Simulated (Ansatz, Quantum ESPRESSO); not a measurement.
# honeycomb AsSb, 1 layer: biaxial strain by an ASE script, part 2 of 2

Aim: band edges, gap and stiffness of honeycomb AsSb, 1 layer under biaxial strain.

Quantum ESPRESSO 7.5; plane-wave DFT, PBE, GBRV ultrasoft pseudopotentials; geometry by Ansatz 0.2.0 with PAW datasets.

So far: The starting structure; Geometry from Ansatz.

### Step 3. The script

Under ESM bc1 levels count from the vacuum, or from the mean of the two vacuum levels where the sheet has a dipole, so band edges at unlike strains can be compared.

Level of this step: plane-wave DFT, PBE, GBRV ultrasoft pseudopotentials (Quantum ESPRESSO 7.5).

run.py reads:

```python
import json
import numpy as np
from ase import Atoms
from ase.calculators.espresso import Espresso, EspressoProfile

profile = EspressoProfile(command='mpirun -n 2 pw.x -nk 2', pseudo_dir='../pseudo')
pseudopotentials = {'As': 'as_pbe_v1.uspp.F.UPF', 'Sb': 'sb_pbe_v1.4.uspp.F.UPF'}
system = {'ecutwfc': 40, 'ecutrho': 200, 'occupations': 'smearing', 'smearing': 'fd', 'degauss': 0.002}


def calculator(name, kpts, **extra):
    data = dict(control=dict(tprnfor=True, verbosity='high', disk_io='none'),
                system=system | extra,
                electrons=dict(conv_thr=1e-09, mixing_beta=0.4, mixing_mode='plain',
                               electron_maxstep=100))
    return Espresso(profile=profile, directory=name, pseudopotentials=pseudopotentials, kpts=kpts, input_data=data)


def centre(atoms):
    z = atoms.positions[:, 2]
    atoms.positions[:, 2] -= (z.max() + z.min()) / 2  # ESM wants the slab about z = 0
    return atoms

sheet = Atoms(
    ['Sb', 'As'],
    scaled_positions=[
        [0.6666666667, 0.3333333333, 0.4543328758],
        [0.3333333333, 0.6666666667, 0.5456671242]],
    cell=[
        [3.864620377015, 0.000000000000, 0.000000000000],
        [-1.932310188507, 3.346859422478, 0.000000000000],
        [0.000000000000, 0.000000000000, 16.520000000000]],
    pbc=True)

rows = []
for strain in [-0.03, -0.015, 0.0, 0.015, 0.03]:
    atoms = sheet.copy()
    atoms.set_cell(sheet.cell.array * [[1 + strain], [1 + strain], [1]], scale_atoms=True)
    atoms = centre(atoms)
    atoms.calc = calculator(f's{strain:+.3f}', (12, 12, 1), assume_isolated='esm', esm_bc='bc1', nbnd=14)
    energy = atoms.get_potential_energy()
    levels = np.array([atoms.calc.get_eigenvalues(kpt=i) for i in range(len(atoms.calc.get_ibz_k_points()))])
    top, bottom = levels[:, 9].max(), levels[:, 10].min()
    direct = (levels[:, 10] - levels[:, 9]).min()
    rows.append([strain, energy, top, bottom, direct])
    print(f'strain {strain:+.3f}: E = {energy:.5f} eV, valence top {top:.3f}, conduction bottom {bottom:.3f}, '
          f'gap {bottom - top:.3f}, least direct gap {direct:.3f} eV')

x, energy, top, bottom, direct = np.array(rows).T
area = np.linalg.norm(np.cross(*sheet.cell[:2]))
stiffness = np.polyfit(x, energy, 2)[0] / area * 16.0218  # C11 + C12, heights clamped
print(f'valence and conduction edges move by {np.polyfit(x, top, 1)[0]:.2f} and {np.polyfit(x, bottom, 1)[0]:.2f} eV per unit biaxial strain')
print(f'C11 + C12 with clamped heights: {stiffness:.1f} N/m')
json.dump(dict(rows=rows, stiffness=stiffness), open('result.json', 'w'))
```

Launch:

```console
$ OMP_NUM_THREADS=1 python run.py
```

What it wrote:

```text
strain -0.030: E = -3064.17700 eV, valence top -4.956, conduction bottom -3.632, gap 1.324, least direct gap 1.998 eV
strain -0.015: E = -3064.21540 eV, valence top -5.067, conduction bottom -3.647, gap 1.420, least direct gap 1.865 eV
strain +0.000: E = -3064.22928 eV, valence top -5.164, conduction bottom -3.660, gap 1.504, least direct gap 1.740 eV
strain +0.015: E = -3064.22139 eV, valence top -5.248, conduction bottom -3.672, gap 1.576, least direct gap 1.622 eV
strain +0.030: E = -3064.19423 eV, valence top -5.322, conduction bottom -3.808, gap 1.514, least direct gap 1.514 eV
valence and conduction edges move by -6.08 and -2.51 eV per unit biaxial strain
C11 + C12 with clamped heights: 60.1 N/m
```

Run time: 4 min. Hardware: 2 MPI ranks of Arm Neoverse V1, shared host; peak memory 0.43 GiB.

The input that ASE wrote for the first run, and its log:

```
&CONTROL
   verbosity        = 'high'
   tprnfor          = .true.
   disk_io          = 'none'
   pseudo_dir       = '../pseudo'
/
&SYSTEM
   nbnd             = 14
   ecutwfc          = 40
   ecutrho          = 200
   occupations      = 'smearing'
   degauss          = 0.002
   smearing         = 'fd'
   assume_isolated  = 'esm'
   esm_bc           = 'bc1'
   ntyp             = 2
   nat              = 2
   ibrav            = 0
/
&ELECTRONS
   electron_maxstep = 100
   conv_thr         = 1e-09
   mixing_mode      = 'plain'
   mixing_beta      = 0.4
/
&IONS
/
&CELL
/
&FCP
/
&RISM
/
ATOMIC_SPECIES
Sb 121.76 sb_pbe_v1.4.uspp.F.UPF
As 74.921595 as_pbe_v1.uspp.F.UPF

K_POINTS automatic
12 12 1  0 0 0

CELL_PARAMETERS angstrom
3.74868176570455 0.00000000000000 0.00000000000000
-1.87434088285179 3.24645363980366 0.00000000000000
0.00000000000000 0.00000000000000 16.52000000000000

ATOMIC_POSITIONS angstrom
Sb 1.8743408830 1.0821512132 -0.7544208918  
As -0.0000000002 2.1643024266 0.7544208918
```

```text
Program PWSCF v.7.5 starts
[citation notice left out]

     Parallel version (MPI & OpenMP), running on       2 processor cores
     Number of MPI processes:                 2
     Threads/MPI process:                     1

     MPI processes distributed on     1 nodes
[... 1 line left out ...]

Warning: card &CELL ignored
Warning: card &FCP ignored
Warning: card &RISM ignored

     Current dimensions of program PWSCF are:
     Max number of different atomic species (ntypx) = 10
     Max number of k-points (npk) =  40000
     Max angular momentum in pseudopotentials (lmaxx) =  4
     Message from routine setup:
     using ibrav=0 with symmetry is DISCOURAGED, use correct ibrav instead

     K-points division:     npool     =       2
     Subspace diagonalization in iterative solution of the eigenvalue problem:
     a serial algorithm will be used

     G-vector sticks info
     --------------------
     sticks:   dense  smooth     PW     G-vecs:    dense   smooth      PW
     Sum         685     559    163                64617    46403    7611

     Using Slab Decomposition

     bravais-lattice index     =            0
     lattice parameter (alat)  =       7.0840  a.u.
     unit-cell volume          =    1356.7331 (a.u.)^3
     number of atoms/cell      =            2
     number of atomic types    =            2
     number of electrons       =        20.00
     number of Kohn-Sham states=           14
     kinetic-energy cutoff     =      40.0000  Ry
     charge density cutoff     =     200.0000  Ry
     scf convergence threshold =      1.0E-09
     mixing beta               =       0.4000
     number of iterations used =            8  plain     mixing
     Exchange-correlation= SLA  PW   PBE  PBE
                           (   1   4   3   4   0   0   0)

     Effective Screening Medium Method
     =================================
     Boundary Conditions: Vacuum-Slab-Vacuum
     total charge in unit cell        =   0.0000
     grid points for fit at edges     =        4

[... 10 lines left out ...]
     PseudoPot. # 1 for Sb read from file:
     ../pseudo/sb_pbe_v1.4.uspp.F.UPF
     Pseudo is Ultrasoft + core correction, Zval = 15.0
     Generated by new atomic code, or converted to UPF format
     Using radial grid of  891 points,  6 beta functions with:
                l(1) =   0
                l(2) =   0
                l(3) =   1
                l(4) =   1
                l(5) =   2
                l(6) =   2
     Q(r) pseudized with  8 coefficients,  rinner =    1.350   1.350   1.350
                                                       1.350   1.350

     PseudoPot. # 2 for As read from file:
     ../pseudo/as_pbe_v1.uspp.F.UPF
     Pseudo is Ultrasoft + core correction, Zval =  5.0
     Generated by new atomic code, or converted to UPF format
     Using radial grid of  875 points,  6 beta functions with:
                l(1) =   0
[... 528 lines left out ...]

[... 1 line left out ...]

     total energy              =    -225.21287521 Ry
     estimated scf accuracy    <          1.4E-09 Ry

     iteration # 27     ecut=    40.00 Ry     beta= 0.40
[... 1 line left out ...]

---- Real-time Memory Report at c_bands before calling an iterative solver
           196 MiB given to the printing process from OS
            84 MiB allocation reported by mallinfo(arena+hblkhd)
[... 1 line left out ...]
------------------
[... 1 line left out ...]

     negative rho (up, down):  2.135E-04 0.000E+00

[... 1 line left out ...]

     End of self-consistent calculation

          k = 0.0000 0.0000 0.0000 (  5805 PWs)   bands (ev):

   -33.6224 -33.6224 -33.5467 -33.5467 -33.5299 -17.8956 -11.9340  -5.8593
    -4.9564  -4.9564  -2.9584  -1.5194  -1.5194  -0.6474

     occupation numbers
     1.0000   1.0000   1.0000   1.0000   1.0000   1.0000   1.0000   1.0000
     1.0000   1.0000   0.0000   0.0000   0.0000   0.0000

[... 108 lines left out ...]

     the Fermi energy is    -4.2534 ev

!    total energy              =    -225.21287521 Ry
     estimated scf accuracy    <          3.1E-10 Ry
     smearing contrib. (-TS)   =      -0.00000000 Ry
     internal energy E=F+TS    =    -225.21287521 Ry

     The total energy is F=E-TS. E is the sum of the following terms:
     one-electron contribution =     126.12129416 Ry
     hartree contribution      =     -62.15324530 Ry
     xc contribution           =     -75.58595748 Ry
     ewald contribution        =    -213.59496659 Ry

     convergence has been achieved in  27 iterations

     negative rho (up, down):  2.135E-04 0.000E+00

     Forces acting on atoms (cartesian axes, Ry/au):

     atom    1 type  1   force =     0.00000000   -0.00000000   -0.01971335
     atom    2 type  2   force =     0.00000000    0.00000000    0.01976622
     The non-local contrib.  to forces
     atom    1 type  1   force =     0.00000000   -0.00000000    0.55344898
     atom    2 type  2   force =     0.00000000    0.00000000    0.42292203
     The ionic contribution  to forces
     atom    1 type  1   force =    -0.00000000    0.00000000  -18.78059474
     atom    2 type  2   force =     0.00000000   -0.00000000   18.78059474
     The local contribution  to forces
     atom    1 type  1   force =    -0.00000003    0.00000001   18.20593959
     atom    2 type  2   force =     0.00000000   -0.00000000  -19.22837244
     The core correction contribution to forces
     atom    1 type  1   force =    -0.00000000    0.00000000    0.00139374
     atom    2 type  2   force =    -0.00000000    0.00000000    0.04464192
     The Hubbard contrib.    to forces
     atom    1 type  1   force =     0.00000000    0.00000000    0.00000000
     atom    2 type  2   force =     0.00000000    0.00000000    0.00000000
     The SCF correction term to forces
     atom    1 type  1   force =    -0.00000000    0.00000000    0.00009908
     atom    2 type  2   force =     0.00000000   -0.00000000   -0.00002003

     Total force =     0.027916     Total SCF correction =     0.000101
     Message from routine punch:
     Nothing written, as per user request (disk_io='none')

[... 1 line left out ...]

[... 1 line left out ...]

[... 1 line left out ...]

[... 3 lines left out ...]

[... 1 line left out ...]

[... 2 lines left out ...]

[... 1 line left out ...]

[... 1 line left out ...]

=------------------------------------------------------------------------------=
   JOB DONE.
=------------------------------------------------------------------------------=
```

This step gave:

| Quantity | Value |
| --- | --- |
| biaxial stiffness | 60.12 N/m |

The band edge from the vacuum level by biaxial strain:

```
biaxial strain (%)  valence top (eV)  conduction bottom (eV)
             -3.00             -4.96                   -3.63
             -1.50             -5.07                   -3.65
              0.00             -5.16                   -3.66
              1.50             -5.25                   -3.67
              3.00             -5.32                   -3.81
```

Gap against biaxial strain:

```
biaxial strain (%)  on the mesh (eV)  least direct (eV)
             -3.00              1.32               2.00
             -1.50              1.42               1.87
              0.00              1.50               1.74
              1.50              1.58               1.62
              3.00              1.51               1.51
```

Table of energy over the lowest by biaxial strain:

```
biaxial strain (%)  energy over the lowest (meV)
             -3.00                          52.3
             -1.50                          13.9
              0.00                             0
              1.50                          7.88
              3.00                          35.0
```

### Step 4. Running the series: PBE, SSSP efficiency

Level of this step: plane-wave DFT, PBE, SSSP efficiency pseudopotentials (Quantum ESPRESSO 7.5).

run.py is the input of step 3 with these lines changed:

```diff
@@ -6,4 +6,4 @@
 profile = EspressoProfile(command='mpirun -n 2 pw.x -nk 2', pseudo_dir='../pseudo')
-pseudopotentials = {'As': 'as_pbe_v1.uspp.F.UPF', 'Sb': 'sb_pbe_v1.4.uspp.F.UPF'}
-system = {'ecutwfc': 40, 'ecutrho': 200, 'occupations': 'smearing', 'smearing': 'fd', 'degauss': 0.002}
+pseudopotentials = {'As': 'As.pbe-n-rrkjus_psl.0.2.UPF', 'Sb': 'sb_pbe_v1.4.uspp.F.UPF'}
+system = {'ecutwfc': 45, 'ecutrho': 360, 'occupations': 'smearing', 'smearing': 'fd', 'degauss': 0.002}
```

Launch:

```console
$ OMP_NUM_THREADS=1 python run.py
```

What it wrote:

```text
strain -0.030: E = -2763.87485 eV, valence top -4.946, conduction bottom -3.622, gap 1.324, least direct gap 2.009 eV
strain -0.015: E = -2763.91171 eV, valence top -5.057, conduction bottom -3.637, gap 1.420, least direct gap 1.876 eV
strain +0.000: E = -2763.92424 eV, valence top -5.155, conduction bottom -3.651, gap 1.504, least direct gap 1.749 eV
strain +0.015: E = -2763.91513 eV, valence top -5.240, conduction bottom -3.664, gap 1.576, least direct gap 1.632 eV
strain +0.030: E = -2763.88683 eV, valence top -5.314, conduction bottom -3.791, gap 1.523, least direct gap 1.523 eV
valence and conduction edges move by -6.13 and -2.44 eV per unit biaxial strain
C11 + C12 with clamped heights: 59.7 N/m
```

It took 4.7 min on 2 MPI ranks; peak memory 0.79 GiB; 9.4 min of CPU time.

Read from the output:

- biaxial stiffness: 59.75 N/m

Table of band edge from the vacuum level by biaxial strain:

```
biaxial strain (%)  valence top (eV)  conduction bottom (eV)
             -3.00             -4.95                   -3.62
             -1.50             -5.06                   -3.64
              0.00             -5.15                   -3.65
              1.50             -5.24                   -3.66
              3.00             -5.31                   -3.79
```

Gap against biaxial strain:

```
biaxial strain (%)  on the mesh (eV)  least direct (eV)
             -3.00              1.32               2.01
             -1.50              1.42               1.88
              0.00              1.50               1.75
              1.50              1.58               1.63
              3.00              1.52               1.52
```

The energy over the lowest by biaxial strain:

```
biaxial strain (%)  energy over the lowest (meV)
             -3.00                          49.4
             -1.50                          12.5
              0.00                             0
              1.50                          9.11
              3.00                          37.4
```

### Step 5. A check by hand

Under equal strain ε in the plane, E = A (C11 + C12) ε². From the points at ±1.5 %: d²E/dε² = (13.88 + 7.88 − 2 × 0.00) meV / 0.015² = 97 eV, and 97/(2 × 12.934 Å²) × 16.02 = 60 N/m.

### Step 6. Results

```yaml
c11_c12_heights_clamped_pbe_gbrv_ultrasoft: 60 N/m
gap_on_the_mesh_at_zero_strain_pbe_gbrv_ultrasoft: 1.50 eV
valence_top_below_the_mean_of_the_two_vacuum_levels_at_zero_strain_pbe_gbrv_ultrasoft: 5.16 eV
shift_of_the_valence_top_per_unit_biaxial_strain_pbe_gbrv_ultrasoft: -6.1 eV
c11_c12_heights_clamped_pbe_sssp_efficiency: 60 N/m
gap_on_the_mesh_at_zero_strain_pbe_sssp_efficiency: 1.50 eV
valence_top_below_the_mean_of_the_two_vacuum_levels_at_zero_strain_pbe_sssp_efficiency: 5.15 eV
shift_of_the_valence_top_per_unit_biaxial_strain_pbe_sssp_efficiency: -6.1 eV
```

In words: The sheet's biaxial stiffness comes to 60 N/m and its gap at zero strain to 1.50 eV (PBE, GBRV ultrasoft). From −3 % to +3 % the gap on the mesh goes from 1.32 to 1.51 eV, through a peak of 1.58 eV; it is direct at some strains and indirect at others. The conduction bottom bends along the series, so the script's straight-line slope describes it poorly. Heights are clamped under strain, which makes a sheet with several atomic planes too stiff. Semilocal gaps are too small. The sheet carries a dipole, so the two faces have unlike vacuum levels and the zero lies between them. Spin-orbit coupling is left out; depending on the atoms that carry the levels of interest, it can split and shift them by tens to hundreds of meV.

[Logs are printed without paths, hosts, clocks, repeated set-up lines and the standing remarks that a program may print on its own settings, such as how far it seeks lower states.]

[Hosts, paths, dates, database ids (printed as entryN), source tags and the programs' standing remarks are cut or masked in the printed files.]

[Maps of the electrostatic potential energy from Ansatz leave out the sawtooth potential of an applied field or a dipole correction, so their vacuum need not be flat; planar profiles and work functions include it.]
